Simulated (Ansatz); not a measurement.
# Bands, cutoff and cost in G0W0 for LaVO4 (P2_1/c)

Aim: see how the G0W0 gap of LaVO4 (P2_1/c) on r2SCAN moves with empty bands and screening cutoff, and what each rung costs.

Calculated with Ansatz 0.2.0; G0W0 on r2SCAN, plane waves, PAW.

**1. The starting structure**

The structure is monoclinic, space group P2_1/c (No. 14). The conventional cell has a = 6.725 Å, b = 7.283 Å, c = 8.399 Å, α = 90.00°, β = 125.80°, γ = 90.00°. Nearest to La lie 9 O at 2.49 to 2.89 Å. Nearest to V lie 4 O at 1.70 to 1.72 Å. O has 1 V at 1.72 Å and 2 La at 2.49 to 2.53 Å nearest. Nearest to O lie 1 V at 1.70 Å and 2 La at 2.50 to 2.53 Å. Nearest to O lie 1 V at 1.70 Å and 2 La at 2.52 to 2.68 Å. O has 1 V at 1.72 Å and 3 La at 2.56 to 2.89 Å nearest. Farther neighbours and most contacts between anions are not listed.

The cell and positions come from the Crystallography Open Database and are kept as given unless a step says otherwise. Spin-orbit coupling is left out unless a step names it. The default PAW set here is soft_2. Its files were made with PBE.

**2. 163 empty bands, screening to 36 eV**

G0W0 replaces the xc potential by the self-energy, built once from these orbitals. Only a window of levels is corrected, while the sums run over the empty bands that the input names.

File input.yaml:

```yaml
crystal:
  lattice:
    - [6.725, 0.0, 0.0]
    - [0.0, 7.2827, 0.0]
    - [-4.9123006198, 0.0, 6.8121466218]
  atoms:
    - { symbol: La, position: [0.827399, 0.157198, 0.723776] }
    - { symbol: La, position: [0.172601, 0.657198, 0.776224] }
    - { symbol: La, position: [0.172601, 0.842802, 0.276224] }
    - { symbol: La, position: [0.827399, 0.342802, 0.223776] }
    - { symbol: V, position: [0.31429, 0.16481, 0.69917] }
    - { symbol: V, position: [0.68571, 0.66481, 0.80083] }
    - { symbol: V, position: [0.68571, 0.83519, 0.30083] }
    - { symbol: V, position: [0.31429, 0.33519, 0.19917] }
    - { symbol: O, position: [0.8171, 0.4979, 0.7446] }
    - { symbol: O, position: [0.1829, 0.9979, 0.7554] }
    - { symbol: O, position: [0.1829, 0.5021, 0.2554] }
    - { symbol: O, position: [0.8171, 0.0021, 0.2446] }
    - { symbol: O, position: [0.6098, 0.2795, 0.3821] }
    - { symbol: O, position: [0.3902, 0.7795, 0.1179] }
    - { symbol: O, position: [0.3902, 0.7205, 0.6179] }
    - { symbol: O, position: [0.6098, 0.2205, 0.8821] }
    - { symbol: O, position: [0.6587, 0.895, 0.4829] }
    - { symbol: O, position: [0.3413, 0.395, 0.0171] }
    - { symbol: O, position: [0.3413, 0.105, 0.5171] }
    - { symbol: O, position: [0.6587, 0.605, 0.9829] }
    - { symbol: O, position: [0.8898, 0.8436, 0.8857] }
    - { symbol: O, position: [0.1102, 0.3436, 0.6143] }
    - { symbol: O, position: [0.1102, 0.1564, 0.1143] }
    - { symbol: O, position: [0.8898, 0.6564, 0.3857] }
kpoints:
  mp_grid: { grid: [2, 2, 2] }
hamiltonian:
  xc: r2scan
scf:
  occupations: { method: fixed }
gw:
  n_empty_bands: 163
  ecut_chi: 36
  qp_bands: [v4, c4]
  qp_kpoints: band_edges
  screening: { model: contour_deformation }
```

The run is started by

```sh
$ ansatz run input.yaml --threads 24 --pin off --max-ram 82944MiB --backend cuda --events-out ev --progress --plain --runs-dir out --devices 1 --max-vram 78GiB
```

Numbers of over 12 decimals in the logs are rounded to 6 here.

Output:

```text
GPUs: using 1 of 1 available (devices: 1).
Engine: ansatz 0.2.0, aarch64-unknown-linux-gnu
Pseudopotentials: kind: paw
Pseudopotential: La, paw, valence charge 11, recommended cutoff 500 eV (meta_gga), La.paw.azcp
Pseudopotential: V, paw, valence charge 13, recommended cutoff 500 eV (meta_gga), V.paw.azcp
Pseudopotential: O, paw, valence charge 6, recommended cutoff 500 eV (meta_gga), O.paw.azcp
Functional definition: r2SCAN
  parameter k0 = 0.174
  parameter k1 = 0.065
  parameter a1 = 4.9479
  exchange = r2scan_x(k0 = k0, k1 = k1, a1 = a1)
  correlation = r2scan_c
[...]
Crystal: 24 atoms, lattice volume = 333.633 Å³
Basis set: ecut = 500 eV, 8465 PW (Γ), exchange–correlation on 200×216×256 points (64 copies of the dense FFT grid, shifted against one another)
Bands: 120, of which v1, the nominal top of the filled ones, is band 96 counted from 1 (95 counted from 0)
Symmetry: 4 space group operations
Space group: P21/c (ITA 14), of the structure as read, at distance tolerance 6.9e-5 Å
k-points: 8
Non-local potential: La, projectors of the file, l = 0: 3, l = 1: 2, l = 2: 2, l = 3: 3
Non-local potential: V, projectors of the file, l = 0: 3, l = 1: 2, l = 2: 3, l = 3: 1
Non-local potential: O, projectors of the file, l = 0: 2, l = 1: 2, l = 2: 1
PAW form: soft (Blöchl's): semilocal exchange-correlation on the pseudo side does not see the compensation charge
PAW frozen core: La, regenerated for the run's functional (the file was generated under x = pbe(κ = 0.804, μ = 0.219515), c = pbe(β = 0.066725))
PAW frozen core: V, regenerated for the run's functional (the file was generated under x = pbe(κ = 0.804, μ = 0.219515), c = pbe(β = 0.066725))
PAW frozen core: O, regenerated for the run's functional (the file was generated under x = pbe(κ = 0.804, μ = 0.219515), c = pbe(β = 0.066725))
PAW one-centre angular grid: La, 974 points (default); XC on 160 Gauss nodes
PAW one-centre angular grid: V, 590 points (default); XC on 160 Gauss nodes
PAW one-centre angular grid: O, 302 points (default); XC on 160 Gauss nodes
Initial density: superposition of atomic densities (neutral atoms: chi_scale 0, normalization atom), corrected by the library's trained network
Initial wavefunctions: pseudopotential atomic-orbital guess
[...]
Functional: x = r2scan, c = r2scan; τ floored in thin density (d = 2e-4 eV/Å³)
SCF iter   1: F=—  HF=-45861.124810 eV  |F-HF|=—  |Δ(HF+E_count)|=         —  Δρ=2.32e-2  dr2=2.15e0  dr2_τ=1.44e0  ethr=1.77e-3  ⟨swp⟩=4.0  Hψ=2943  notcnv=0  defer=143
preconditioner: auto → Resta (q_TF=auto, 2.488 Å⁻¹)  ε∞=5.0  [insulator: Δε(μ)=4.343 eV  Ē_g=12.456 eV  n_scr=82 (ndim 8)  ℏωp=25.1 eV  f_vac=0.045  ε∞_Penn≈5.0]
SCF iter   2: F=—  HF=-45861.555484 eV  |F-HF|=—  |Δ(HF+E_count)|=   4.31e-1  Δρ=2.24e-2  dr2=1.77e0  dr2_τ=1.82e-1  ethr=1.12e-3  ⟨swp⟩=3.0  Hψ=1934  notcnv=0  defer=163
SCF iter   3: F=—  HF=-45861.340883 eV  |F-HF|=—  |Δ(HF+E_count)|=   2.15e-1  Δρ=4.49e-3  dr2=6.25e-2  dr2_τ=3.01e-3  ethr=9.23e-4  ⟨swp⟩=2.6  Hψ=1286  notcnv=0  defer=134
SCF iter   4: F=—  HF=-45861.330315 eV  |F-HF|=—  |Δ(HF+E_count)|=   1.06e-2  Δρ=2.10e-3  dr2=1.58e-2  dr2_τ=1.02e-3  ethr=3.25e-5  ⟨swp⟩=3.0  Hψ=1533  notcnv=0  defer=176
SCF iter   5: F=—  HF=-45861.328781 eV  |F-HF|=—  |Δ(HF+E_count)|=   1.53e-3  Δρ=6.29e-4  dr2=1.26e-3  dr2_τ=1.43e-4  ethr=8.20e-6  ⟨swp⟩=2.4  Hψ=1237  notcnv=0  defer=176
SCF iter   6: F=—  HF=-45861.328742 eV  |F-HF|=—  |Δ(HF+E_count)|=   3.95e-5  Δρ=3.01e-4  dr2=3.87e-4  dr2_τ=1.53e-5  ethr=6.58e-7  ⟨swp⟩=2.0  Hψ=1232  notcnv=0  defer=176
[...]
SCF iter   9: F=—  HF=-45861.328708 eV  |F-HF|=—  |Δ(HF+E_count)|=   2.32e-7  Δρ=1.66e-5  dr2=1.02e-6  dr2_τ=1.10e-7  ethr=1.51e-9  ⟨swp⟩=2.0  Hψ=1421  notcnv=0  defer=128
SCF iter  10: F=—  HF=-45861.328708 eV  |F-HF|=—  |Δ(HF+E_count)|=   4.92e-8  Δρ=6.12e-6  dr2=1.72e-7  dr2_τ=6.94e-9  ethr=5.34e-10  ⟨swp⟩=2.0  Hψ=1191  notcnv=0  defer=128
SCF iter  11: F=-45861.328708 eV  HF=-45861.328708 eV  |F-HF|=2.27e-9  |Δ(HF+E_count)|=   1.31e-8  Δρ=1.36e-6  dr2=8.36e-9  dr2_τ=2.81e-10  ethr=5.21e-11  ⟨swp⟩=19.0  Hψ=4609  notcnv=0
SCF 1 converged in 11 iterations: F = -45861.328708 eV  dr2 = 8.36e-9
[...]
SCF converged after 11 iterations
[...]
1    93      6.5009   -25.4984     4.5771   -20.9561  0.7603     6.5357     6.5357  root
     1    94      6.5009   -25.4984     4.5771   -20.9561  0.7603     6.5357     6.5357  root
     1    95      6.7356   -25.4390     4.5821   -20.8789  0.7601     6.7577     6.7577  root
     1    96      6.7356   -25.4390     4.5821   -20.8789  0.7601     6.7577     6.7577  root
     1    97     10.8732   -16.0436    -5.2751   -23.8052  0.7573    13.4659    13.3596  root ?
     1    98     10.8732   -16.0436    -5.2751   -23.8052  0.7573    13.4659    13.3596  root ?
     1    99     11.0450   -16.4377    -5.3471   -24.3568  0.7555    13.7362    13.6170  root ?
     1   100     11.0450   -16.4377    -5.3471   -24.3568  0.7555    13.7362    13.6170  root ?
     2    93      6.6163   -25.4487     4.5923   -20.8859  0.7603     6.6459     6.6459  root
     2    94      6.6163   -25.4487     4.5923   -20.8859  0.7603     6.6459     6.6459  root
     2    95      6.8061   -25.5049     4.5840   -20.9466  0.7609     6.8318     6.8318  root
     2    96      6.8061   -25.5049     4.5840   -20.9466  0.7609     6.8318     6.8318  root
     2    97     10.9607   -16.1090    -5.1897   -23.7905  0.7580    13.5592    13.4525  root ?
     2    98     10.9607   -16.1090    -5.1897   -23.7905  0.7580    13.5592    13.4525  root ?
     2    99     10.9999   -16.1464    -5.2874   -23.9436  0.7576    13.6197    13.5097  root ?
     2   100     10.9999   -16.1464    -5.2874   -23.9436  0.7576    13.6197    13.5097  root ?
     3    93      6.5390   -25.4677     4.5968   -20.8934  0.7603     6.5615     6.5615  root
     3    94      6.5390   -25.4677     4.5968   -20.8934  0.7603     6.5615     6.5615  root
     3    95      6.8056   -25.5073     4.5963   -20.9244  0.7600     6.8190     6.8190  root
     3    96      6.8056   -25.5073     4.5963   -20.9244  0.7600     6.8190     6.8190  root
     3    97     10.9446   -15.9963    -5.1877   -23.6398  0.7576    13.5037    13.4003  root ?
     3    98     10.9446   -15.9963    -5.1877   -23.6398  0.7576    13.5037    13.4003  root ?
     3    99     10.9685   -16.1574    -5.2896   -23.9711  0.7576    13.6040    13.4925  root ?
     3   100     10.9685   -16.1574    -5.2896   -23.9711  0.7576    13.6040    13.4925  root ?
     4    93      6.5405   -25.5252     4.5762   -20.9932  0.7597     6.5847     6.5847  root
     4    94      6.5650   -25.5013     4.6052   -20.9283  0.7612     6.5971     6.5971  root
     4    95      6.6358   -25.3595     4.6429   -20.6915  0.7585     6.6108     6.6108  root
     4    96      6.9186   -25.6870     4.5645   -21.1797  0.7623     6.9758     6.9759  root
     4    97     10.9296   -16.2312    -5.3329   -24.0860  0.7556    13.5638    13.4515  root ?
     4    98     10.9617   -16.3178    -5.2859   -24.1239  0.7550    13.5941    13.4819  root ?
     4    99     11.0459   -16.5688    -5.2126   -24.3607  0.7553    13.7448    13.6251  root ?
     4   100     11.0694   -16.4843    -5.1156   -24.1058  0.7553    13.6865    13.5753  root ?
     5    93      6.5902   -25.5402     4.5437   -21.0363  0.7632     6.6300     6.6301  root
     5    94      6.5902   -25.5402     4.5437   -21.0363  0.7632     6.6300     6.6301  root
     5    95      6.7732   -25.5060     4.5784   -20.9549  0.7611     6.8005     6.8005  root
     5    96      6.7732   -25.5060     4.5784   -20.9549  0.7611     6.8005     6.8005  root
     5    97     10.9793   -16.5314    -5.3391   -24.4840  0.7550    13.7164    13.5928  root ?
     5    98     10.9793   -16.5314    -5.3391   -24.4840  0.7550    13.7164    13.5928  root ?
     5    99     11.1096   -16.6134    -5.2274   -24.3715  0.7530    13.7570    13.6403  root ?
     5   100     11.1096   -16.6134    -5.2274   -24.3715  0.7530    13.7570    13.6403  root ?
     6    93      6.6361   -25.4860     4.5732   -20.9545  0.7606     6.6778     6.6778  root
     6    94      6.6361   -25.4860     4.5732   -20.9545  0.7606     6.6778     6.6778  root
     6    95      6.7108   -25.4234     4.5946   -20.8264  0.7595     6.7084     6.7084  root
     6    96      6.7108   -25.4234     4.5946   -20.8264  0.7595     6.7084     6.7084  root
     6    97     10.8488   -15.9156    -5.2075   -23.6119  0.7597    13.4421    13.3377  root ?
     6    98     10.8488   -15.9156    -5.2075   -23.6119  0.7597    13.4421    13.3377  root ?
     6    99     11.0297   -16.2750    -5.1477   -23.9231  0.7584    13.6380    13.5301  root ?
     6   100     11.0297   -16.2750    -5.1477   -23.9231  0.7584    13.6380    13.5301  root ?
     7    93      6.5512   -25.3137     4.5142   -20.8368  0.7607     6.5883     6.5883  root
     7    94      6.5512   -25.3137     4.5142   -20.8368  0.7607     6.5883     6.5883  root
     7    95      6.7680   -25.5260     4.6085   -20.9333  0.7611     6.7838     6.7838  root
     7    96      6.7680   -25.5260     4.6085   -20.9333  0.7611     6.7838     6.7838  root
     7    97     10.9948   -16.3181    -5.2038   -24.0528  0.7567    13.6383    13.5257  root ?
     7    98     10.9948   -16.3181    -5.2038   -24.0528  0.7567    13.6383    13.5257  root ?
     7    99     11.0534   -16.3378    -5.1763   -24.0360  0.7575    13.6862    13.5753  root ?
     7   100     11.0534   -16.3378    -5.1763   -24.0360  0.7575    13.6862    13.5753  root ?
```

Elapsed: 6.2 s, on 1 × NVIDIA GB200 (shared by 2 runs) with 24 threads of Arm Neoverse V2, shared host; peak memory 2.3 GiB.

This step gave:

```
bands summed                                 : 259
RPA ε∞ on this mesh (eigenvalues)            : 3.814, 3.847, 4.339
plane waves in the screening matrix          : 167
q-points in the mesh                         : 8
G0W0 gap on the mesh                         : 6.362 eV
k of the valence top                         : -0.5, 0, 0
k of the conduction bottom                   : -0.5, -0.5, 0
starting gap on the mesh                     : 3.930 eV
Z at the valence top                         : 0.7623
Z at the conduction bottom                   : 0.7597
least direct G0W0 gap on the computed points : 6.476 eV
```

The gap on the mesh goes from 3.93 eV to 6.36 eV, a correction of +2.43 eV. The program marks an edge row as in doubt. Between the two edge states, bare exchange in place of the xc potential would open the gap by 12.20 eV, and correlation takes back 9.77 eV.

**3. 462 empty bands, screening to 72 eV**

Another rung: the empty bands reach about as high as the screening cutoff, so the two stay in balance.

Edit input.yaml of step 2 so:

```diff
@@ -37,4 +37,4 @@
 gw:
-  n_empty_bands: 163
-  ecut_chi: 36
+  n_empty_bands: 462
+  ecut_chi: 72
   qp_bands: [v4, c4]
```

Output:

```text
GPUs: using 1 of 1 available (devices: 1).
[...]
Crystal: 24 atoms, lattice volume = 333.633 Å³
Basis set: ecut = 500 eV, 8465 PW (Γ), exchange–correlation on 200×216×256 points (64 copies of the dense FFT grid, shifted against one another)
Bands: 120, of which v1, the nominal top of the filled ones, is band 96 counted from 1 (95 counted from 0)
Symmetry: 4 space group operations
[...]
k-points: 8
[...]
SCF iter   1: F=—  HF=-45861.124810 eV  |F-HF|=—  |Δ(HF+E_count)|=         —  Δρ=2.32e-2  dr2=2.15e0  dr2_τ=1.44e0  ethr=1.77e-3  ⟨swp⟩=4.0  Hψ=2943  notcnv=0  defer=143
[...]
SCF iter   6: F=—  HF=-45861.328742 eV  |F-HF|=—  |Δ(HF+E_count)|=   3.95e-5  Δρ=3.01e-4  dr2=3.87e-4  dr2_τ=1.53e-5  ethr=6.58e-7  ⟨swp⟩=2.0  Hψ=1232  notcnv=0  defer=176
[...]
SCF iter   9: F=—  HF=-45861.328708 eV  |F-HF|=—  |Δ(HF+E_count)|=   2.32e-7  Δρ=1.66e-5  dr2=1.02e-6  dr2_τ=1.10e-7  ethr=1.51e-9  ⟨swp⟩=2.0  Hψ=1421  notcnv=0  defer=128
[...]
SCF iter  11: F=-45861.328708 eV  HF=-45861.328708 eV  |F-HF|=2.27e-9  |Δ(HF+E_count)|=   1.31e-8  Δρ=1.36e-6  dr2=8.36e-9  dr2_τ=2.81e-10  ethr=5.21e-11  ⟨swp⟩=19.0  Hψ=4609  notcnv=0
SCF 1 converged in 11 iterations: F = -45861.328708 eV  dr2 = 8.36e-9
[...]
SCF converged after 11 iterations
[...]
0   100     11.0579   -16.6198    -5.8265   -24.5159  0.7441    13.2006    13.1275  root
     1    93      6.5009   -25.4984     4.5216   -20.9561  0.7513     6.4802     6.4802  root
     1    94      6.5009   -25.4984     4.5216   -20.9561  0.7513     6.4802     6.4802  root
     1    95      6.7356   -25.4390     4.5218   -20.8789  0.7508     6.6973     6.6974  root
     1    96      6.7356   -25.4390     4.5218   -20.8789  0.7508     6.6973     6.6974  root
     1    97     10.8732   -16.0436    -5.8169   -23.8052  0.7483    12.8786    12.8179  root
     1    98     10.8732   -16.0436    -5.8169   -23.8052  0.7483    12.8786    12.8179  root
     1    99     11.0450   -16.4377    -5.8756   -24.3568  0.7467    13.1581    13.0885  root
[...]
7    97     10.9948   -16.3181    -5.7235   -24.0528  0.7475    13.0724    13.0059  root
     7    98     10.9948   -16.3181    -5.7235   -24.0528  0.7475    13.0724    13.0059  root
     7    99     11.0534   -16.3378    -5.6937   -24.0360  0.7486    13.1229    13.0579  root
     7   100     11.0534   -16.3378    -5.6937   -24.0360  0.7486    13.1229    13.0579  root
```

Run time: 11 s. Hardware: 1 × NVIDIA GB200 (shared by 2 runs) with 24 threads; peak memory 3.2 GiB; 36 s of CPU time.

Numbers from this step:

| Quantity | Value |
| --- | --- |
| bands summed | 558 |
| RPA ε∞ on this mesh (eigenvalues) | 3.811, 3.841, 4.330 |
| plane waves in the screening matrix | 453 |
| q-points in the mesh | 8 |
| G0W0 gap on the mesh | 5.882 eV |
| k of the valence top | -0.5, 0, 0 |
| k of the conduction bottom | -0.5, -0.5, 0 |
| starting gap on the mesh | 3.930 eV |
| Z at the valence top | 0.7524 |
| Z at the conduction bottom | 0.7509 |
| least direct G0W0 gap on the computed points | 5.987 eV |

Against the run with 2×2×2 mesh, 163 empty bands, screening to 36 eV, the gap moves by −0.48 eV.

**4. 995 empty bands, screening to 120 eV**

Edit input.yaml of step 3 so:

```diff
@@ -37,4 +37,4 @@
 gw:
-  n_empty_bands: 462
-  ecut_chi: 72
+  n_empty_bands: 995
+  ecut_chi: 120.0
   qp_bands: [v4, c4]
```

Output:

```text
GPUs: using 1 of 1 available (devices: 1).
[...]
Crystal: 24 atoms, lattice volume = 333.633 Å³
Basis set: ecut = 500 eV, 8465 PW (Γ), exchange–correlation on 200×216×256 points (64 copies of the dense FFT grid, shifted against one another)
Bands: 120, of which v1, the nominal top of the filled ones, is band 96 counted from 1 (95 counted from 0)
Symmetry: 4 space group operations
[...]
k-points: 8
[...]
1    98     10.8732   -16.0436    -6.1486   -23.8052  0.7432    12.5264    12.4861  root
     1    99     11.0450   -16.4377    -6.2141   -24.3568  0.7418    12.7964    12.7501  root
[...]
7    97     10.9948   -16.3181    -6.0541   -24.0528  0.7423    12.7200    12.6753  root
     7    98     10.9948   -16.3181    -6.0541   -24.0528  0.7423    12.7200    12.6753  root
     7    99     11.0534   -16.3378    -6.0260   -24.0360  0.7437    12.7690    12.7256  root
     7   100     11.0534   -16.3378    -6.0260   -24.0360  0.7437    12.7690    12.7256  root
[key lines of the parts left out:]
SCF converged after 11 iterations
```

The job ended after 22 s (1 × NVIDIA GB200 (shared by 2 runs) with 24 threads; peak memory 5.2 GiB).

This step gave:

- bands summed: 1091
- RPA ε∞ on this mesh (eigenvalues): 3.791, 3.822, 4.307
- plane waves in the screening matrix: 987
- G0W0 gap on the mesh: 5.775 eV
- k of the valence top: -0.5, 0, 0
- k of the conduction bottom: -0.5, -0.5, 0
- starting gap on the mesh: 3.930 eV
- least direct G0W0 gap on the computed points: 5.873 eV

Against the run with 2×2×2 mesh, 462 empty bands, screening to 72 eV, the gap moves by −0.11 eV.

[end of part 1 of 2]

[Paths, hosts, dates, memory and timing lines, banners, echoed tables and standing remarks are left out of the program output.]

[Logs are printed without paths, hosts, clocks, repeated set-up lines and the standing remarks that a program may print on its own settings, such as how far it seeks lower states.]

[Runs of the session that timed out or met a known fault of the program may be left out.]

[Cells called generated may have been cut or substituted from an entry of the Crystallography Open Database or the Materials Project.]

[Hosts, paths, dates, database ids (printed as entryN), source tags and the programs' standing remarks are cut or masked in the printed files.]
